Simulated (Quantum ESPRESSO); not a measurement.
# CaO (Lime): phonon frequency against volume, with a fit

By how much does an optical zone-centre mode of CaO (Lime) shift under hydrostatic pressure?

Main program and level: Quantum ESPRESSO 7.5; DFT LDA, scalar-relativistic, plane waves, PseudoDojo norm-conserving pseudopotentials.

## (1) Set-up

Symmetry: Fm-3m, No. 225, cubic system. The conventional cell has a = 4.704 Å, b = 4.704 Å, c = 4.704 Å, α = 90.00°, β = 90.00°, γ = 90.00°. Nearest to Ca lie 6 O at 2.35 Å. Nearest to O lie 6 Ca at 2.35 Å. Farther neighbours and most contacts between anions are not listed.

This is the cell after its relaxation at this level of theory, not the database cell from which that began.

## (2) Runs at several volumes

The relaxed cell is scaled uniformly; in this structure symmetry fixes all atoms, so nothing has to be relaxed anew. Each volume gets a ground state and a response at Γ. The mode followed is the highest one without the macroscopic field, of symmetry T1u; longitudinal polar modes lie higher. Cutoff 92 Ry, k mesh 8×8×8.

From the response at V/V₀ = 0.94:

What it wrote:

```text
[banners, grids, parts of the stress and lines that vanish by symmetry left out]
Program PHONON v.7.5
     Reading xml data from directory:

[...]
Exchange-correlation= PW
                           (   1   4   0   0   0   0   0)
[...]
kinetic-energy cut-off    =      92.0000  Ry
     charge density cut-off    =     368.0000  Ry
     convergence threshold     =      1.0E-18
[...]
Exchange-correlation= PW
                           (   1   4   0   0   0   0   0)
[...]
q = (   0.0000000   0.0000000   0.0000000 )
     49 Sym.Ops. (with q -> -q+G )
     G cutoff =  706.8529  (  19603 G-vectors)     FFT grid: ( 40, 40, 40)
     number of k points=    29
[...]
Mode symmetry, O_h (m-3m)  point group:
[...]
Dielectric constant
[...]
End of electric fields calculation
          Dielectric constant in cartesian axis
          (       3.921200085       0.000000000       0.000000000 )
          (      -0.000000000       3.921200085      -0.000000000 )
          (       0.000000000      -0.000000000       3.921200085 )
          Effective charges (d Force / dE) in cartesian axis without acoustic sum rule applied (asr)
           atom    1  Ca    Mean Z*:        2.40857
      Ex  (        2.40857       -0.00000        0.00000 )
      Ey  (       -0.00000        2.40857        0.00000 )
      Ez  (        0.00000        0.00000        2.40857 )
           atom    2  O     Mean Z*:       -2.40852
      Ex  (       -2.40852       -0.00000        0.00000 )
      Ey  (       -0.00000       -2.40852        0.00000 )
      Ez  (        0.00000        0.00000       -2.40852 )
          Effective charges Sum: Mean:        0.00005
[...]
Effective charges (d Force / dE) in cartesian axis with asr applied:
           atom    1  Ca    Mean Z*:        2.40855
[...]
atom    2  O     Mean Z*:       -2.40855
[...]
Representation #   1 modes #   1   2   3
[...]
End of self-consistent calculation
     Convergence has been achieved
     Representation #   2 modes #   4   5   6
[...]
End of self-consistent calculation
     Convergence has been achieved
[...]
Dielectric constant in cartesian axis
          (       3.921200085       0.000000000       0.000000000 )
          (      -0.000000000       3.921200085      -0.000000000 )
          (       0.000000000      -0.000000000       3.921200085 )
          Effective charges (d Force / dE) in cartesian axis without acoustic sum rule applied (asr)
           atom    1  Ca    Mean Z*:        2.40857
      Ex  (        2.40857       -0.00000        0.00000 )
      Ey  (       -0.00000        2.40857        0.00000 )
      Ez  (        0.00000        0.00000        2.40857 )
           atom    2  O     Mean Z*:       -2.40852
      Ex  (       -2.40852       -0.00000        0.00000 )
      Ey  (       -0.00000       -2.40852        0.00000 )
      Ez  (        0.00000        0.00000       -2.40852 )
          Effective charges Sum: Mean:        0.00005
[...]
Effective charges (d Force / dE) in cartesian axis with asr applied:
           atom    1  Ca    Mean Z*:        2.40855
[...]
atom    2  O     Mean Z*:       -2.40855
[...]
q = (    0.000000000   0.000000000   0.000000000 )
[...]
freq (    1) =      -0.019034 [THz] =      -0.634907 [cm-1]
     freq (    2) =      -0.019034 [THz] =      -0.634907 [cm-1]
     freq (    3) =      -0.019034 [THz] =      -0.634907 [cm-1]
     freq (    4) =      10.081463 [THz] =     336.281394 [cm-1]
     freq (    5) =      10.081463 [THz] =     336.281394 [cm-1]
     freq (    6) =      10.081463 [THz] =     336.281394 [cm-1]
[...]
Mode symmetry, O_h (m-3m)  point group:
     freq (   1-   3) =         -0.6  [cm-1]   --> T_1u G_15  G_4- I
     freq (   4-   6) =        336.3  [cm-1]   --> T_1u G_15  G_4- I

   JOB DONE.
```

One volume, V/V₀ = 1.03, is held back as a test.

| V/V₀ | volume (Å³/atom) | pressure (GPa) | ω (cm⁻¹) |
| --- | --- | --- | --- |
| 0.94 | 12.231 | 9.15 | 336.28 |
| 0.97 | 12.622 | 4.20 | 313.29 |
| 1 | 13.012 | 0.00 | 290.88 |
| 1.03 | 13.402 | -3.58 | held back |
| 1.06 | 13.793 | -6.62 | 247.43 |

## (3) The fit

The mode Grüneisen parameter is γ = −d ln ω / d ln V.

| ln(V/V₀) | ln ω |
| --- | --- |
| -0.0619 | 5.8179 |
| -0.0305 | 5.7471 |
| 0.0000 | 5.6729 |
| 0.0583 | 5.5111 |

A straight line through these points has the slope -2.566, so γ = 2.57; at V/V₀ = 1.03 it predicts ω = exp(5.6654 − 0.0758) = 267.62 cm⁻¹.

A parabola of pressure against ln V through V/V₀ = 0.97, 1 and 1.03 gives the bulk modulus B = −dP/d ln V = 129 GPa at V₀. With ω₀ from the fitted line the pressure coefficient follows as dω/dP = γ ω₀ / B = 2.57 × 288.7 / 129 = 5.73 cm⁻¹/GPa.

## (4) The run that was held back

What it wrote:

```text
[banners, grids, parts of the stress and lines that vanish by symmetry left out]
[banner, memory and clock lines left out]
Program PHONON v.7.5

[...]
Exchange-correlation= PW
                           (   1   4   0   0   0   0   0)
[...]
kinetic-energy cut-off    =      92.0000  Ry
     charge density cut-off    =     368.0000  Ry
     convergence threshold     =      1.0E-18
[...]
Exchange-correlation= PW
                           (   1   4   0   0   0   0   0)
[...]
q = (   0.0000000   0.0000000   0.0000000 )
     49 Sym.Ops. (with q -> -q+G )
     G cutoff =  751.2802  (  21595 G-vectors)     FFT grid: ( 40, 40, 40)
     number of k points=    29
[...]
Mode symmetry, O_h (m-3m)  point group:
[...]
Dielectric constant
[...]
End of electric fields calculation
          Dielectric constant in cartesian axis
          (       3.850647480       0.000000000       0.000000000 )
          (       0.000000000       3.850647480      -0.000000000 )
          (       0.000000000      -0.000000000       3.850647480 )
          Effective charges (d Force / dE) in cartesian axis without acoustic sum rule applied (asr)
           atom    1  Ca    Mean Z*:        2.36671
      Ex  (        2.36671        0.00000        0.00000 )
      Ey  (        0.00000        2.36671        0.00000 )
      Ez  (        0.00000        0.00000        2.36671 )
           atom    2  O     Mean Z*:       -2.36652
      Ex  (       -2.36652        0.00000       -0.00000 )
      Ey  (        0.00000       -2.36652        0.00000 )
      Ez  (       -0.00000        0.00000       -2.36652 )
[...]
Representation #   1 modes #   1   2   3
[...]
End of self-consistent calculation
     Convergence has been achieved
     Representation #   2 modes #   4   5   6
[...]
End of self-consistent calculation
     Convergence has been achieved
[...]
Dielectric constant in cartesian axis
          (       3.850647480       0.000000000       0.000000000 )
          (       0.000000000       3.850647480      -0.000000000 )
          (       0.000000000      -0.000000000       3.850647480 )
          Effective charges (d Force / dE) in cartesian axis without acoustic sum rule applied (asr)
           atom    1  Ca    Mean Z*:        2.36671
      Ex  (        2.36671        0.00000        0.00000 )
      Ey  (        0.00000        2.36671        0.00000 )
      Ez  (        0.00000        0.00000        2.36671 )
           atom    2  O     Mean Z*:       -2.36652
      Ex  (       -2.36652        0.00000       -0.00000 )
      Ey  (        0.00000       -2.36652        0.00000 )
      Ez  (       -0.00000        0.00000       -2.36652 )
          Effective charges Sum: Mean:        0.00019
[...]
Effective charges (d Force / dE) in cartesian axis with asr applied:
           atom    1  Ca    Mean Z*:        2.36662
[...]
atom    2  O     Mean Z*:       -2.36662
[...]
q = (    0.000000000   0.000000000   0.000000000 )
[...]
freq (    1) =      -0.060688 [THz] =      -2.024339 [cm-1]
     freq (    2) =      -0.060688 [THz] =      -2.024339 [cm-1]
     freq (    3) =      -0.060688 [THz] =      -2.024339 [cm-1]
     freq (    4) =       8.063539 [THz] =     268.970707 [cm-1]
     freq (    5) =       8.063539 [THz] =     268.970707 [cm-1]
     freq (    6) =       8.063539 [THz] =     268.970707 [cm-1]
[...]
Mode symmetry, O_h (m-3m)  point group:
     freq (   1-   3) =         -2.0  [cm-1]   --> T_1u G_15  G_4- I
     freq (   4-   6) =        269.0  [cm-1]   --> T_1u G_15  G_4- I
```

It gives 268.97 cm⁻¹ against the predicted 267.62 cm⁻¹, a miss of 1 cm⁻¹.

## (5) Outcome

```yaml
mode_grueneisen_parameter: 2.566
bulk_modulus: 129 GPa
pressure_coefficient: 5.73 cm⁻¹/GPa
```

What this shows: The highest optical mode of CaO (Lime) without the LO-TO term stiffens by 5.73 cm⁻¹ a GPa near the relaxed volume, with γ = 2.57. The power law meets all 5 runs within 0.75 %; between neighbouring volumes γ runs from 2.25 to 2.91. Such a coefficient turns a measured shift of this mode into a hydrostatic stress; uniaxial or biaxial stress splits the mode and needs deformation potentials. These are harmonic values at zero temperature for the structure held cubic, which a run at Γ can't show to be stable; the bulk modulus rests on three points.

[Host names and launcher messages were left out of these logs when they were recorded.]

[Logs are printed without paths, hosts, clocks, repeated set-up lines and the standing remarks that a program may print on its own settings, such as how far it seeks lower states.]

[Hosts, paths, dates, database ids (printed as entryN), source tags and the programs' standing remarks are cut or masked in the printed files.]
